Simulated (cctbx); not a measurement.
# Interatomic vectors of Mn3TlO6

Space group Cm (no. 8), a = 14.8810 Å, b = 3.0970 Å, c = 5.3450 Å, α = 90.00°, β = 91.00°, γ = 90.00°, content Tl2 Mn6 O12.

The data are simulated with cctbx, not measured: Mo Kα, λ = 0.71073 Å, to d = 0.77 Å, 80 % of the full sphere, strongest reflection 70000 counts, noise from counting, a 2 % proportional error and a noise floor of 2 counts (s.d.); no absorption.

Patterson synthesis, origin scaled to 1000:

```text
Patterson group C 1 2/m 1
      u       v       w   height  length (A)
  0.000   0.000   0.000   1000.0     0.00
  0.209   0.000   0.061    215.1     3.13
  0.140   0.000   0.419    192.9     3.03
  0.050   0.500   0.525    182.4     3.07
  0.159   0.500   0.535     81.8     3.79
  0.096   0.000   0.722     43.3     2.08
  0.059   0.500   0.209     40.2     2.09
  0.131   0.500   0.193     31.1     2.68
  0.200   0.500   0.948     30.2     3.37
  0.035   0.000   0.646     28.2     1.97
  0.222   0.000   0.328     12.8     3.71
  0.068   0.500   0.866      7.9     1.99
  0.039   0.000   0.797      7.8     1.23
  0.232   0.000   0.719      6.0     3.79
```

Q: Assign the vectors.

A peak at u stands for all pairs with xi − xj = u, with weight Σ ZiZj against Σ Z² = 17640 at the origin. Peak heights follow these weights only roughly, since form factors, motion and series ripples differ, all vectors within 0.55 Å of a peak are counted as merged into it though the farther ones add only part of their weight, and F(000) is left out, which lowers the whole map:

| u | v | w | shortest length (Å) | height | 1000 ΣZiZj/ΣZ² | pairs in the cell |
| --- | --- | --- | --- | --- | --- | --- |
| 0.209 | 0.000 | 0.061 | 3.12 | 215 | 303 | 2 × Tl–Mn, 2 × Tl–O |
| 0.140 | 0.000 | 0.419 | 3.03 | 193 | 244 | 2 × Tl–Mn, 4 × O–O |
| 0.050 | 0.500 | 0.525 | 3.08 | 182 | 251 | 2 × Tl–Mn, 6 × O–O |
| 0.159 | 0.500 | 0.535 | 3.79 | 82 | 142 | 4 × Mn–Mn |

The table stops at ten peaks or at a height of 45, below which ripples compete. In the model behind the data Tl, the heaviest element, has 1 independent site: (0.2933, 1/2, 0.9434), up to an allowed shift of origin. No listed peak is a Tl–Tl vector, so the position follows from the cell content and the cross vectors. The whole model:

```csv
atom,mult.,x,y,z,Ueq (Å²)
Tl1,2,0.2933,1/2,0.9434,0.0172
Mn1,2,0.1526,1/2,0.5199,0.0241
Mn2,2,0.3435,0,0.4644,0.0243
Mn3,2,0.4999,1/2,0.9992,0.0306
O1,2,0.2672,1/2,0.2914,0.0395
O2,2,0.2372,0,0.6997,0.0425
O3,2,0.3988,1/2,0.6450,0.0358
O4,2,0.0957,0,0.3480,0.0461
O5,2,0.4229,0,0.1423,0.0393
O6,2,0.0726,1/2,0.8449,0.0349
```

The model is made up (kin elements in a known structure type, no relaxation), so it says nothing on whether the phase exists.

[Logs are printed without paths, hosts, clocks, repeated set-up lines and the standing remarks that a program may print on its own settings, such as how far it seeks lower states.]
